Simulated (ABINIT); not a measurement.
**A GW chain in ABINIT: AlN (F-43m)**

How does a plane-wave GW calculation on AlN (F-43m) run from the first input to the gap?

Calculated with ABINIT 10.8.3; PBE and many-body steps on it, plane waves.

### Step 1. Starting point

It takes space group F-43m (No. 216, cubic). Conventional cell: a = 4.368 Å, b = 4.368 Å, c = 4.368 Å, α = 90.00°, β = 90.00°, γ = 90.00°. Nearest to Al lie 4 N at 1.89 Å. Nearest to N lie 4 Al at 1.89 Å. Farther neighbours and most contacts between anions are not listed.

The cell and positions are those that the Materials Project relaxed with its own functionals (PBE, PBE+U or r2SCAN), kept fixed. This is not the form that AlN usually takes at ambient conditions.

### Step 2. Ground state

This step: ABINIT 10.8.3; DFT, PBE, plane waves, norm-conserving pseudopotentials.

The ground-state density comes first.

run.abi reads:

```
acell 3*1.0 Angstrom
rprim 
  -0.000000000000 2.183993559600 2.183993559600
  2.183993559600 -0.000000000000 2.183993559600
  2.183993559600 2.183993559600 -0.000000000000
ntypat 2
znucl 13 7
natom 2
typat 1 2
xred 
  0.000000000000 0.000000000000 0.000000000000
  0.750000000000 0.750000000000 0.750000000000
pp_dirpath "pseudos"
pseudos "Al.upf, N.upf"
ecut 36
ngkpt 8 8 8
nshiftk 1
shiftk 0 0 0
kptopt 1
chksymbreak 0
nband 9
occopt 1
tolvrs 1e-10
nstep 60
prtwf 0
optforces 0
optstress 0
indata_prefix "in"
outdata_prefix "out"
tmpdata_prefix "tmp"
```

On the command line:

```console
> OMP_NUM_THREADS=1 mpirun -n 4 abinit run.abi > log
```

Numbers of over 12 decimals in the logs are rounded to 6 here.

What it wrote:

```text
.Version 10.8.3 of ABINIT. v10.8.2 released Aug 2026.

 Symmetries : space group F-4 3 m (#216); Bravais cF (face-center cubic)
================================================================================
 Values of the parameters that define the memory need of the present run
     intxc =       0    ionmov =       0      iscf =       7    lmnmax =       6
     lnmax =       6     mgfft =      32  mpssoang =       3    mqgrid =    3001
     natom =       2  nloc_mem =       1    nspden =       1   nspinor =       1
    nsppol =       1      nsym =      24    n1xccc =    2501    ntypat =       2
    occopt =       1   xclevel =       2
-    mband =           9        mffmem =           1         mkmem =           8
       mpw =        1475          nfft =       32768          nkpt =          29
================================================================================
  Rough estimation (10% accuracy) of disk space for files :
================================================================================

--------------------------------------------------------------------------------
------------- Echo of variables that govern the present computation ------------
--------------------------------------------------------------------------------
 -outvars: echo values of preprocessed input variables --------
            acell      1.8897261259E+00  1.8897261259E+00  1.8897261259E+00 Bohr

      chksymbreak           0
             ecut      3.60000000E+01 Hartree
-          fftalg         312

              ixc     -101130
              kpt      0.00000000E+00  0.00000000E+00  0.00000000E+00
                       1.25000000E-01  0.00000000E+00  0.00000000E+00
                       2.50000000E-01  0.00000000E+00  0.00000000E+00
                       3.75000000E-01  0.00000000E+00  0.00000000E+00
                       5.00000000E-01  0.00000000E+00  0.00000000E+00
                       1.25000000E-01  1.25000000E-01  0.00000000E+00
                       2.50000000E-01  1.25000000E-01  0.00000000E+00
                       3.75000000E-01  1.25000000E-01  0.00000000E+00
                       5.00000000E-01  1.25000000E-01  0.00000000E+00
   [... 18 further rows ...]
                      -3.75000000E-01  5.00000000E-01  1.25000000E-01
                      -2.50000000E-01  5.00000000E-01  2.50000000E-01
         kptrlatt        8    0    0      0    8    0      0    0    8
          kptrlen      4.66933685E+01
P           mkmem           8
            natom           2
            nband           9
            ngfft          32      32      32
             nkpt          29
            nstep          60
             nsym          24
           ntypat           2
              occ      2.000000  2.000000  2.000000  2.000000  0.000000  0.000000
[...]
optforces           0
        optstress           0
            prtwf           0
            rprim     -0.0000000000E+00  2.1839935596E+00  2.1839935596E+00
[...]
spgroup         216

           tolvrs      1.00000000E-10

             xred      0.0000000000E+00  0.0000000000E+00  0.0000000000E+00
[...]
znucl       13.00000    7.00000

================================================================================

 chkinp: Checking input parameters for consistency.

================================================================================
== DATASET  1 ==================================================================
-   mpi_nproc: 4, omp_nthreads: 1 (-1 if OMP is not activated)

--- !DatasetInfo
iteration_state: {dtset: 1, }
dimensions: {natom: 2, nkpt: 29, mband: 9, nsppol: 1, nspinor: 1, nspden: 1, mpw: 1475, }
cutoff_energies: {ecut:  36.0, pawecutdg:  -1.0, }
electrons: {nelect:   8.00000000E+00, charge:   0.00000000E+00, occopt:   1.00000000E+00, tsmear:   1.00000000E-02, }

 Real(R)+Recip(G) space primitive vectors, cartesian coordinates (Bohr,Bohr^-1):
 R(1)=  0.0000000  4.1271497  4.1271497  G(1)= -0.1211490  0.1211490  0.1211490
 R(2)=  4.1271497  0.0000000  4.1271497  G(2)=  0.1211490 -0.1211490  0.1211490
 R(3)=  4.1271497  4.1271497  0.0000000  G(3)=  0.1211490  0.1211490 -0.1211490
 Unit cell volume ucvol=  1.4059849E+02 bohr^3
 Angles (23,13,12)=  6.00000000E+01  6.00000000E+01  6.00000000E+01 degrees

 getcut: wavevector=  0.0000  0.0000  0.0000  ngfft=  32  32  32
         ecut(hartree)=     36.000   => boxcut(ratio)=   2.02987

--- Pseudopotential description ------------------------------------------------
- Al Generated using ONCVPSP code by D. R. Hamann
- 13.00000   3.00000  171031                  znucl, zion, pspdat
12 -101130 2 -1 1876                          pspcod,pspxc,lmax,lloc,mmax
     nproj     2     2     2
  pspatm : epsatm=    4.08140545
         --- l  ekb(1:nproj) -->
[...]
pspatm: atomic psp has been read  and splines computed

- N Generated using ONCVPSP code by D. R. Hamann
-  7.00000   5.00000  171031                  znucl, zion, pspdat
12 -101130 1 -1 1058                          pspcod,pspxc,lmax,lloc,mmax
     nproj     2     2     0
  pspatm : epsatm=    5.20977870
         --- l  ekb(1:nproj) -->
[...]
1   -4.293905   -1.006988
 pspatm: atomic psp has been read  and splines computed

   7.43294732E+01                                ecore*ucvol(ha*bohr**3)
--------------------------------------------------------------------------------

_setup2: Arith. and geom. avg. npw (full set) are    1449.447    1449.423

================================================================================

--- !BeginCycle
iteration_state: {dtset: 1, }
solver: {iscf: 7, nstep: 60, nline: 4, wfoptalg: 0, }
tolerances: {tolvrs: 1.00E-10, }

     iter   Etot(hartree)      deltaE(h)  residm     vres2
 ETOT  1  -12.634092342631    -1.263E+01 1.154E-01 5.062E+02
 ETOT  2  -12.674579766554    -4.049E-02 1.118E-02 3.909E+02
 ETOT  3  -12.792254021089    -1.177E-01 3.968E-03 7.560E-01
 ETOT  4  -12.792395939617    -1.419E-04 2.268E-03 1.058E-02
 ETOT  5  -12.792396619737    -6.801E-07 1.683E-04 5.916E-04
 ETOT  6  -12.792396656975    -3.724E-08 2.226E-04 2.127E-06
 ETOT  7  -12.792396657092    -1.170E-10 1.632E-05 4.114E-07
 ETOT  8  -12.792396657207    -1.152E-10 2.316E-05 3.147E-09
 ETOT  9  -12.792396657208    -7.248E-13 1.662E-06 3.158E-10
 ETOT 10  -12.792396657208     2.309E-14 2.539E-06 1.021E-11

 At SCF step   10       vres2   =  1.02E-11 < tolvrs=  1.00E-10 =>converged.

--- !ResultsGS
iteration_state: {dtset: 1, }
comment   : Summary of ground state results
lattice_vectors:
- [ -0.0000000,   4.1271497,   4.1271497, ]
- [  4.1271497,  -0.0000000,   4.1271497, ]
- [  4.1271497,   4.1271497,  -0.0000000, ]
lattice_lengths: [   5.83667,    5.83667,    5.83667, ]
lattice_angles: [ 60.000,  60.000,  60.000, ] # degrees, (23, 13, 12)
lattice_volume:   1.4059849E+02
convergence: {deltae:  2.309E-14, res2:  1.021E-11, residm:  2.539E-06, diffor:  0.000E+00, }
etotal    :  -1.27923967E+01
entropy   :   0.00000000E+00
fermie    :   1.89575042E-01
cartesian_stress_tensor: null
pressure_GPa: null
xred      :
- [  0.0000E+00,   0.0000E+00,   0.0000E+00, Al]
- [  7.5000E-01,   7.5000E-01,   7.5000E-01,  N]
cartesian_forces: null
force_length_stats: {min: null, max: null, mean: null, }

 Integrated electronic density in atomic spheres:
 ------------------------------------------------
 Atom  Sphere_radius  Integrated_density
    1        2.00000          1.10832935
    2        2.00000          5.38580503
================================================================================

 ----iterations are completed or convergence reached----

 Mean square residual over all n,k,spin=   11.386E-09; max=  25.386E-07
 reduced coordinates (array xred) for    2 atoms
       0.000000000000      0.000000000000      0.000000000000
       0.750000000000      0.750000000000      0.750000000000
 rms dE/dt=  0.0000E+00; max dE/dt=  0.0000E+00; dE/dt below (all hartree)
    1       0.000000000000      0.000000000000      0.000000000000
    2       0.000000000000      0.000000000000      0.000000000000

 cartesian coordinates (angstrom) at end:
    1      0.000000     0.000000     0.000000
    2      3.275990     3.275990     3.275990
 length scales=  1.889726125908  1.889726125908  1.889726125908 bohr
              =  1.000000000000  1.000000000000  1.000000000000 angstroms
 prteigrs : about to open file out_EIG
 Fermi (or HOMO) energy (hartree) =   0.18958   Average Vxc (hartree)=  -0.39437
 Eigenvalues (hartree) for nkpt=  29  k points:
 kpt#   1, nband=  9, wtk=  0.00195, kpt=  0.0000  0.0000  0.0000 (reduced coord)
  -0.36046    0.18958    0.18958    0.18958    0.34363    0.65223    0.65223    0.65223
   0.84170
 prteigrs : prtvol=0 or 1, do not print more k-points.

--- !EnergyTerms
iteration_state     : {dtset: 1, }
comment             : Components of total free energy in Hartree
kinetic             :  8.18806009915906E+00
hartree             :  2.82096206911135E+00
xc                  : -4.24885300507606E+00
Ewald energy        : -1.08999795989279E+01
psp_core            :  5.28664802613182E-01
local_psp           : -8.51484725719231E+00
non_local_psp       : -6.66403766895546E-01
total_energy        : -1.27923966572082E+01
total_energy_eV     : -3.48098846451088E+02
band_energy         :  3.20550667474404E-02

== END DATASET(S) ==============================================================
================================================================================

 -outvars: echo values of variables after computation  --------
           etotal     -1.2792396657E+01
            nband           9
             nkpt          29
          spgroup         216
 [... the other variables as echoed above ...]

 Calculation completed.
```

Wall time 4.5 s (4 MPI ranks of Arm Neoverse V1, shared host); peak memory 0.25 GiB.

Numbers from this step:

```yaml
total_energy: -348.0988 eV
gap: 3.325 eV
k_of_the_valence_top: 0, 0, 0
k_of_the_conduction_bottom: 0.5, 0.5, 0
least_direct_gap: 4.192 eV
```

The gap is indirect, with the least direct gap 0.87 eV higher.

(Part 1 of 3 ends here.)

[Paths, hosts, dates, memory and timing lines, banners, echoed tables and standing remarks are left out of the program output.]

[Logs are printed without paths, hosts, clocks, repeated set-up lines and the standing remarks that a program may print on its own settings, such as how far it seeks lower states.]

[Runs of the session that timed out or met a known fault of the program may be left out.]

[Hosts, paths, dates, database ids (printed as entryN), source tags and the programs' standing remarks are cut or masked in the printed files.]

[G0W0 gaps are taken among the corrected bands and points alone; a level outside them can change the order at an edge.]

[Where Ansatz stands beside ABINIT at settings called matched, ABINIT's density can come from a denser mesh and the files from another edition; pairs whose starting gaps differed by over 0.03 eV were left out, so agreement reads better than it is.]
